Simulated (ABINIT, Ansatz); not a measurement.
# CsH (P6_3/mmc): modes at Γ and the response to a field

Wanted: the vibrations of CsH (P6_3/mmc) at Γ, by two programs.

Main program and level: ABINIT 10.8.3; DFT LDA, scalar-relativistic, plane waves, PseudoDojo norm-conserving pseudopotentials.

The structure was built from a prototype and need not be the compound's stable phase.

### 1. Starting point

The structure is hexagonal, space group P6_3/mmc (No. 194). Conventional cell: a = 5.094 Å, b = 5.094 Å, c = 6.081 Å, α = 90.00°, β = 90.00°, γ = 120.00°. Cs has 5 H at 2.94 to 3.04 Å nearest. H has 5 Cs at 2.94 to 3.04 Å nearest. Farther neighbours are not listed.

Coordinates:

```xyz
4
Lattice="5.0942 0.0000 0.0000 -2.5471 4.4117 0.0000 0.0000 0.0000 6.0806" Properties=species:S:1:pos:R:3 pbc="T T T"
Cs    0.0000    2.9411    1.5201
Cs    2.5471    1.4706    4.5604
H     2.5471    1.4706    1.5201
H     0.0000    2.9411    4.5604
```

### 2. Relaxing the cell and atoms

The harmonic expansion needs vanishing forces, and a free crystal bears no stress, so cell and atoms are brought to rest. Stress is more sensitive to the basis than forces are: the last 3 Ha under the cutoff are smoothed with ecutsm, and the cutoff is raised above that of the later runs.

The starting cell comes from a relaxation made beforehand in Ansatz (LDA, PseudoDojo NC).

Contents of relax.abi:

```
# relaxation
ionmov 2
optcell 2
dilatmx 1.08
ntime 40
tolmxf 1.0d-05
tolvrs 1.0d-14
prtwf 0
prtden 0
chksymtnons 0

# basis, mesh and filling
ecut 39.0
ecutsm 3.0
ngkpt 6 6 4
nshiftk 1
shiftk 0.0 0.0 0.0
istwfk *1
occopt 1
nband 10
nstep 100
diemac 9.0
prtebands 0
prtgsr 0
useylm 1

# cell and atoms
acell 3*1.0 Angstrom
rprim 
    5.094155123 0.0 0.0
    -2.547077562 4.411667748 0.0
    0.0 0.0 6.080577618
ntypat 2
znucl 55 1
natom 4
typat 1 1 2 2
xred 
    1/3 2/3 0.25
    2/3 1/3 0.75
    2/3 1/3 0.25
    1/3 2/3 0.75
pp_dirpath "./pseudo"
pseudos "Cs.upf, H.upf"
```

On the command line:

```
$ OMP_NUM_THREADS=1 mpirun -n 4 abinit relax.abi > relax.log
```

Numbers of over 12 decimals in the logs are rounded to 6 here.

relax.abo, the main output file:

```text
[banners, grids, parts of the stress and lines that vanish by symmetry left out]
- input  file    -> relax.abi
- output file    -> relax.abo
- root for input  files -> relaxi
[...]
Symmetries : space group P6_3/m m c (#194); Bravais hP (primitive hexag.)
[...]
mpw =       13559          nfft =      259200          nkpt =          21
[...]
== DATASET  1 ==================================================================
[...]
cutoff_energies: {ecut:  39.0, pawecutdg:  -1.0, }
[...]
ETOT  1  -47.984418187319    -4.798E+01 4.391E-02 5.600E+02
 ETOT  2  -48.048431049869    -6.401E-02 1.208E-05 5.812E+00
 ETOT  3  -48.049111154660    -6.801E-04 4.243E-06 1.584E+00
 ETOT  4  -48.049183822029    -7.267E-05 9.907E-07 8.975E-02
 ETOT  5  -48.049186279930    -2.458E-06 6.017E-08 1.093E-02
[...]
At SCF step   15       vres2   =  1.39E-16 < tolvrs=  1.00E-14 =>converged.
[...]
sigma(1 1)=  6.88205817E-08  sigma(3 2)=  0.00000000E+00
  sigma(2 2)=  6.88202699E-08  sigma(3 1)=  0.00000000E+00
  sigma(3 3)=  6.43179881E-07  sigma(2 1)=  1.17508295E-13
[...]
convergence: {deltae:  7.105E-14, res2:  1.390E-16, residm:  5.681E-18, diffor: null, }
etotal    :  -4.80491868E+01
[...]
ETOT  1  -48.049186833037    -4.805E+01 1.164E-12 2.523E-05
[...]
At SCF step    8       vres2   =  9.54E-15 < tolvrs=  1.00E-14 =>converged.
[...]
sigma(1 1)=  6.61665159E-08  sigma(3 2)=  0.00000000E+00
  sigma(2 2)=  6.61662041E-08  sigma(3 1)=  0.00000000E+00
  sigma(3 3)=  6.24216703E-07  sigma(2 1)=  1.17513530E-13
[...]
convergence: {deltae:  1.776E-13, res2:  9.537E-15, residm:  1.405E-18, diffor: null, }
etotal    :  -4.80491868E+01
[...]
ETOT  1  -48.049185898076    -4.805E+01 6.358E-05 2.688E-02
[...]
ETOT  9  -48.049187019345     1.158E-12 1.789E-16 1.583E-13
 ETOT 10  -48.049187019347    -2.323E-12 7.661E-18 7.426E-15
 At SCF step   10       vres2   =  7.43E-15 < tolvrs=  1.00E-14 =>converged.
[...]
sigma(1 1)= -1.99618892E-08  sigma(3 2)=  0.00000000E+00
  sigma(2 2)= -1.99622014E-08  sigma(3 1)=  0.00000000E+00
  sigma(3 3)=  2.51620406E-09  sigma(2 1)=  1.17683229E-13
[...]
convergence: {deltae: -2.323E-12, res2:  7.426E-15, residm:  7.661E-18, diffor: null, }
etotal    :  -4.80491870E+01
[...]
At Broyd/MD step   3, gradients are converged :
[...]
sigma(1 1)= -1.99618892E-08  sigma(3 2)=  0.00000000E+00
  sigma(2 2)= -1.99622014E-08  sigma(3 1)=  0.00000000E+00
  sigma(3 3)=  2.51620406E-09  sigma(2 1)=  1.17683229E-13
[...]
- sigma(1 1)= -5.87299056E-04  sigma(3 2)=  0.00000000E+00
- sigma(2 2)= -5.87308243E-04  sigma(3 1)=  0.00000000E+00
- sigma(3 3)=  7.40292792E-05  sigma(2 1)=  3.46236014E-09
[...]
fcart     -3.0770227218E-28 -3.7145416020E-28 -2.0609156222E-31
           strten     -1.9961889170E-08 -1.9962201435E-08  2.5162040580E-09
================================================================================

[key lines of the parts left out:]
pressure_GPa:   3.6686E-04
Total energy (etotal) [Ha]= -4.80491870193470E+01
```

Elapsed: 95 s, on 4 MPI ranks of Arm Neoverse V1, shared host; 6.3 min of CPU time.

Little changed from the start: no atom moved by 0.005 Å and no cell edge by 0.1 %.

This step gave:

* volume per atom: 34.14 Å³
* pressure: 3.67e-4 GPa

### 3. Ground state

First-order wavefunctions inherit every error of the ground state, hence the very tight tolvrs. The mesh is shifted off Γ, since shifted meshes converge sums over the zone faster.

Contents of gs.abi:

```
# ground state
tolvrs 1.0d-16
prtden 1
prtwf 1

# basis, mesh and filling
ecut 31.0
ngkpt 6 6 4
nshiftk 1
shiftk 0.0 0.0 0.5
istwfk *1
occopt 1
nband 10
nstep 100
diemac 9.0
prtebands 0
prtgsr 0
useylm 1

# cell and atoms
acell 3*1.0 Angstrom
rprim 
    5.093804238 0.0 0.0
    -2.546902119 4.411363872 0.0
    0.0 0.0 6.076627434
ntypat 2
znucl 55 1
natom 4
typat 1 1 2 2
xred 
    1/3 2/3 0.25
    2/3 1/3 0.75
    2/3 1/3 0.25
    1/3 2/3 0.75
pp_dirpath "./pseudo"
pseudos "Cs.upf, H.upf"
```

On the command line:

```
$ OMP_NUM_THREADS=1 mpirun -n 4 abinit gs.abi > gs.log
```

gs.abo, the main output file:

```text
[banners, grids, parts of the stress and lines that vanish by symmetry left out]
- input  file    -> gs.abi
- output file    -> gs.abo
- root for input  files -> gsi
[...]
Symmetries : space group P6_3/m m c (#194); Bravais hP (primitive hexag.)
[...]
mpw =        7620          nfft =      150000          nkpt =          14
[...]
== DATASET  1 ==================================================================
[...]
cutoff_energies: {ecut:  31.0, pawecutdg:  -1.0, }
[...]
ETOT  1  -47.976753075742    -4.798E+01 3.349E-02 3.388E+02
 ETOT  2  -48.047986744980    -7.123E-02 1.274E-05 4.708E+00
 ETOT  3  -48.049042990110    -1.056E-03 7.272E-06 9.497E-01
 ETOT  4  -48.049115922197    -7.293E-05 9.505E-07 4.993E-02
 ETOT  5  -48.049118181045    -2.259E-06 4.771E-08 6.283E-03
[...]
ETOT 15  -48.049118439769     6.395E-14 7.096E-18 1.366E-16
 ETOT 16  -48.049118439769    -2.274E-13 6.911E-19 1.621E-17
 At SCF step   16       vres2   =  1.62E-17 < tolvrs=  1.00E-16 =>converged.
[...]
sigma(1 1)=  7.61632821E-07  sigma(3 2)=  0.00000000E+00
  sigma(2 2)=  7.61632827E-07  sigma(3 1)=  0.00000000E+00
  sigma(3 3)=  1.44088746E-06  sigma(2 1)=  0.00000000E+00
[...]
convergence: {deltae: -2.274E-13, res2:  1.621E-17, residm:  6.911E-19, diffor: null, }
etotal    :  -4.80491184E+01
[...]
sigma(1 1)=  7.61632821E-07  sigma(3 2)=  0.00000000E+00
  sigma(2 2)=  7.61632827E-07  sigma(3 1)=  0.00000000E+00
  sigma(3 3)=  1.44088746E-06  sigma(2 1)=  0.00000000E+00
[...]
- sigma(1 1)=  2.24080112E-02  sigma(3 2)=  0.00000000E+00
- sigma(2 2)=  2.24080114E-02  sigma(3 1)=  0.00000000E+00
- sigma(3 3)=  4.23923728E-02  sigma(2 1)=  0.00000000E+00
[...]
fcart     -4.3707709086E-30  1.5140794564E-30 -0.0000000000E+00
           strten      7.6163282103E-07  7.6163282708E-07  1.4408874637E-06
================================================================================

[key lines of the parts left out:]
pressure_GPa:  -2.9069E-02
```

It took 19 s on 4 MPI ranks; 77 s of CPU time.

Numbers from this step:

```yaml
pressure: -0.02907 GPa
```

The cell stands at -0.029 GPa, close enough for phonons.

### 4. Empty bands

Empty bands on the ground state's density check that the gap assumed so far is there in this cell.

Contents of gap.abi:

```
# empty bands on the ground state's density
iscf -2
getden_filepath "gso_DEN"
tolwfr 1.0d-12
nbdbuf 2
prtwf 0

# basis, mesh and filling
ecut 31.0
ngkpt 6 6 4
nshiftk 1
shiftk 0.0 0.0 0.0
istwfk *1
occopt 1
nband 14
nstep 100
diemac 9.0
prtebands 0
prtgsr 0
useylm 1

# cell and atoms
acell 3*1.0 Angstrom
rprim 
    5.093804238 0.0 0.0
    -2.546902119 4.411363872 0.0
    0.0 0.0 6.076627434
ntypat 2
znucl 55 1
natom 4
typat 1 1 2 2
xred 
    1/3 2/3 0.25
    2/3 1/3 0.75
    2/3 1/3 0.25
    1/3 2/3 0.75
pp_dirpath "./pseudo"
pseudos "Cs.upf, H.upf"
```

On the command line:

```
$ OMP_NUM_THREADS=1 mpirun -n 4 abinit gap.abi > gap.log
```

gap.abo, the main output file:

```text
[banners, grids, parts of the stress and lines that vanish by symmetry left out]
- input  file    -> gap.abi
- output file    -> gap.abo
- root for input  files -> gapi
[...]
Symmetries : space group P6_3/m m c (#194); Bravais hP (primitive hexag.)
[...]
mpw =        7638          nfft =      150000          nkpt =          21
[...]
== DATASET  1 ==================================================================
[...]
cutoff_energies: {ecut:  31.0, pawecutdg:  -1.0, }
[...]
-outvars: echo values of variables after computation
            acell      1.8897261259E+00  1.8897261259E+00  1.8897261259E+00 Bohr
================================================================================
```

The job ended after 20 s (4 MPI ranks).

Numbers from this step:

| Item | Value |
| --- | --- |
| gap on the k-mesh | 2.559 eV |

In this cell the gap on the mesh is 2.6 eV, indirect (smallest direct 2.8 eV), so fixed occupations hold.

### 5. Zone-centre response

The derivative of the wavefunctions by k comes first, since the response to a field is built on it; then the field and the displacements that symmetry doesn't supply are solved at q = 0.

It reads the wavefunctions written in step 3.

Contents of dfpt_gamma.abi:

```
ndtset 2

# common to the responses
getwfk_filepath "gso_WFK"
kptopt 2
nqpt 1
qpt 0.0 0.0 0.0
asr 0
chneut 0

# d/dk
rfelfd1 2
rfdir1 1 1 1
iscf1 -3
tolwfr1 1.0d-20

# displacements, field
rfphon2 1
rfatpol2 1 4
rfdir2 1 1 1
rfelfd2 3
getddk2 1
tolvrs2 1.0d-10
prtwf2 0

# basis, mesh and filling
ecut 31.0
ngkpt 6 6 4
nshiftk 1
shiftk 0.0 0.0 0.5
istwfk *1
occopt 1
nband 10
nstep 100
diemac 9.0
prtebands 0
prtgsr 0
useylm 1

# cell and atoms
acell 3*1.0 Angstrom
rprim 
    5.093804238 0.0 0.0
    -2.546902119 4.411363872 0.0
    0.0 0.0 6.076627434
ntypat 2
znucl 55 1
natom 4
typat 1 1 2 2
xred 
    1/3 2/3 0.25
    2/3 1/3 0.75
    2/3 1/3 0.25
    1/3 2/3 0.75
pp_dirpath "./pseudo"
pseudos "Cs.upf, H.upf"
```

On the command line:

```
$ OMP_NUM_THREADS=1 mpirun -n 4 abinit dfpt_gamma.abi > dfpt_gamma.log
```

dfpt_gamma.abo, the main output file:

```text
[banners, grids, parts of the stress and lines that vanish by symmetry left out]
- input  file    -> dfpt_gamma.abi
- output file    -> dfpt_gamma.abo
- root for input  files -> dfpt_gammai
[...]
DATASET    1 : space group P6_3/m m c (#194); Bravais hP (primitive hexag.)
[...]
nfft =      150000          nkpt =          72
[...]
DATASET    2 : space group P6_3/m m c (#194); Bravais hP (primitive hexag.)
[...]
nfft =      150000          nkpt =          72
[...]
== DATASET  1 ==================================================================
[...]
cutoff_energies: {ecut:  31.0, pawecutdg:  -1.0, }
[...]
-  1.00000   1.00000  180309                  znucl, zion, pspdat
[...]
Perturbation : derivative vs k along direction   1
[...]
-ETOT  1  -12.915125747043     -1.292E+01 1.497E-02 0.000E+00
 ETOT  2  -12.920736308382     -5.611E-03 2.228E-04 0.000E+00
 ETOT  3  -12.920975136018     -2.388E-04 1.048E-05 0.000E+00
 ETOT  4  -12.920990150383     -1.501E-05 8.079E-07 0.000E+00
 ETOT  5  -12.920991190361     -1.040E-06 6.482E-08 0.000E+00
[...]
At SCF step   17   max residual=  9.96E-21 < tolwfr=  1.00E-20 =>converged.
[...]
Perturbation : derivative vs k along direction   2
[...]
-ETOT  1  -12.915101836339     -1.292E+01 1.497E-02 0.000E+00
[...]
At SCF step   17   max residual=  9.96E-21 < tolwfr=  1.00E-20 =>converged.
[...]
Perturbation : derivative vs k along direction   3
[...]
-ETOT  1  -6.792552     -6.793E+00 6.991E-03 0.000E+00
[...]
At SCF step   17   max residual=  9.94E-21 < tolwfr=  1.00E-20 =>converged.
[...]
1        1       2.1552198199    0.0000000000
     1        2      -0.7465900459    0.0000000000
     1        3       0.0000000000    0.0000000000
     2        1      -0.7465900459    0.0000000000
     2        2       1.2931318920   -0.0000000000
     2        3       0.0000000000    0.0000000000
     3        1       0.0000000000    0.0000000000
     3        2       0.0000000000    0.0000000000
     3        3       1.2822859368    0.0000000000
[...]
== DATASET  2 ==================================================================
[...]
cutoff_energies: {ecut:  31.0, pawecutdg:  -1.0, }
[...]
Perturbation : displacement of atom   1   along direction   1
[...]
-ETOT  1   1.820368     -9.007E+02 2.176E+00 4.383E+01
[...]
At SCF step   12       vres2   =  3.38E-12 < tolvrs=  1.00E-10 =>converged.
[...]
Perturbation : displacement of atom   1   along direction   3
[...]
-ETOT  1   2.559205     -1.332E+03 3.050E+00 6.196E+02
[...]
At SCF step   12       vres2   =  3.37E-11 < tolvrs=  1.00E-10 =>converged.
[...]
Perturbation : displacement of atom   3   along direction   1
[...]
-ETOT  1   1.575837     -8.761E+01 5.065E-02 2.343E+03
[...]
At SCF step   12       vres2   =  1.03E-11 < tolvrs=  1.00E-10 =>converged.
[...]
Perturbation : displacement of atom   3   along direction   3
[...]
-ETOT  1   2.228969     -1.253E+02 1.146E-01 7.173E+03
[...]
At SCF step   12       vres2   =  3.24E-12 < tolvrs=  1.00E-10 =>converged.
[...]
Perturbation : homogeneous electric field along direction   1
[...]
-ETOT  1  -70.324478747284     -7.032E+01 2.279E-01 5.098E+04
[...]
At SCF step   13       vres2   =  9.99E-11 < tolvrs=  1.00E-10 =>converged.
[...]
Perturbation : homogeneous electric field along direction   3
[...]
-ETOT  1  -41.048498576464     -4.105E+01 9.905E-02 8.859E+03
[...]
ETOT 11  -44.379643165075     -1.828E-11 1.334E-12 2.247E-10
 ETOT 12  -44.379643165077     -1.883E-12 9.027E-14 8.761E-12
 At SCF step   12       vres2   =  8.76E-12 < tolvrs=  1.00E-10 =>converged.
[...]
Dielectric tensor, in cartesian coordinates,
[...]
1    6   1    6         2.9877663336        -0.0000000000
   1    6   2    6        -0.0000000000        -0.0000000000
   1    6   3    6        -0.0000000000        -0.0000000000
   2    6   1    6        -0.0000000000        -0.0000000000
   2    6   2    6         2.9877663336        -0.0000000000
   2    6   3    6        -0.0000000000        -0.0000000000
   3    6   1    6        -0.0000000000        -0.0000000000
   3    6   2    6        -0.0000000000        -0.0000000000
   3    6   3    6         3.0215409590        -0.0000000000
  Effective charges, in cartesian coordinates,
[...]
1    1   1    6         0.9584559672         0.0000000000
   2    1   1    6         0.0000000000         0.0000000000
   3    1   1    6         0.0000000000         0.0000000000
   1    2   1    6         0.9584559672         0.0000000000
   2    2   1    6         0.0000000000         0.0000000000
[...]
Effective charges, in cartesian coordinates,
[...]
2    6   1    4         0.0000000000         0.0000000000
   3    6   1    4         0.0000000000         0.0000000000
   1    6   2    4         0.0000000000         0.0000000000
   2    6   2    4        -0.9583306938         0.0000000000
   3    6   2    4         0.0000000000         0.0000000000
   1    6   3    4         0.0000000000         0.0000000000
   2    6   3    4         0.0000000000         0.0000000000
   3    6   3    4        -1.1059458781         0.0000000000
  Phonon wavevector (reduced coordinates) :  0.00000  0.00000  0.00000
 Phonon energies in Hartree :
[...]
Phonon frequencies in cm-1    :
-  7.137841E-02  8.094747E-02  8.095073E-02  3.143175E+01  3.143175E+01
-  5.854039E+01  4.659633E+02  5.190566E+02  5.517296E+02  5.517296E+02
-  5.568605E+02  5.568605E+02
  Phonon at Gamma, with non-analyticity in the
[...]
Phonon energies in Hartree :
[...]
Phonon frequencies in cm-1    :
-  7.137841E-02  8.094747E-02  8.105310E-02  3.143175E+01  3.143175E+01
-  5.854039E+01  4.659633E+02  5.190566E+02  5.517296E+02  5.517296E+02
-  5.568605E+02  7.290808E+02
  Phonon at Gamma, with non-analyticity in the
[...]
Phonon energies in Hartree :
[...]
Phonon frequencies in cm-1    :
-  7.137841E-02  8.095073E-02  8.104984E-02  3.143175E+01  3.143175E+01
-  5.854039E+01  4.659633E+02  5.190566E+02  5.517296E+02  5.517296E+02
-  5.568605E+02  7.290808E+02
  Phonon at Gamma, with non-analyticity in the
[...]
Phonon energies in Hartree :
[...]
Phonon frequencies in cm-1    :
-  8.094747E-02  8.095073E-02  5.488948E-01  3.143175E+01  3.143175E+01
-  5.854039E+01  5.190566E+02  5.517296E+02  5.517296E+02  5.568605E+02
-  5.568605E+02  7.133366E+02
[...]
fcart2     0.0000000000E+00  0.0000000000E+00  0.0000000000E+00
           strten2     0.0000000000E+00  0.0000000000E+00  0.0000000000E+00
================================================================================
```

Run time: 7.2 min. Hardware: 4 MPI ranks.

Numbers from this step:

```
miss of the charge sum rule                                       : 0.03948 e
largest acoustic frequency at the zone centre before the sum rule : 0.08 cm⁻¹
highest optical zone-centre mode (no LO-TO term)                  : 556.9 cm⁻¹
lowest optical zone-centre mode                                   : 31.43 cm⁻¹
mean high-frequency dielectric constant                           : 2.999
largest Born charge in size (third of the trace)                  : 1.014 e
```

Born charge (rows field, columns displacement), before the sum rule (e), principal values of the symmetric part by kind of site:

```
atom  atoms with these values    low  middle   high   mean
 Cs1                        2   0.96    0.96   1.13   1.01
  H3                        2  -1.11   -0.96  -0.96  -1.01
```

In full for Cs1:

```
0.96 0.00 0.00
0.00 0.96 0.00
0.00 0.00 1.13
```

High-frequency dielectric tensor:

```
2.99 0.00 0.00
0.00 2.99 0.00
0.00 0.00 3.02
```

The acoustic modes at Γ come out as far as 0.1 cm⁻¹ from zero, where they should vanish, a small numerical error; the Born charges miss their sum rule by 0.039 e, which is fair.

(Continued in part 2 of 3.)

[Host names and launcher messages were left out of these logs when they were recorded.]

[Logs are printed without paths, hosts, clocks, repeated set-up lines and the standing remarks that a program may print on its own settings, such as how far it seeks lower states.]

[Hosts, paths, dates, database ids (printed as entryN), source tags and the programs' standing remarks are cut or masked in the printed files.]
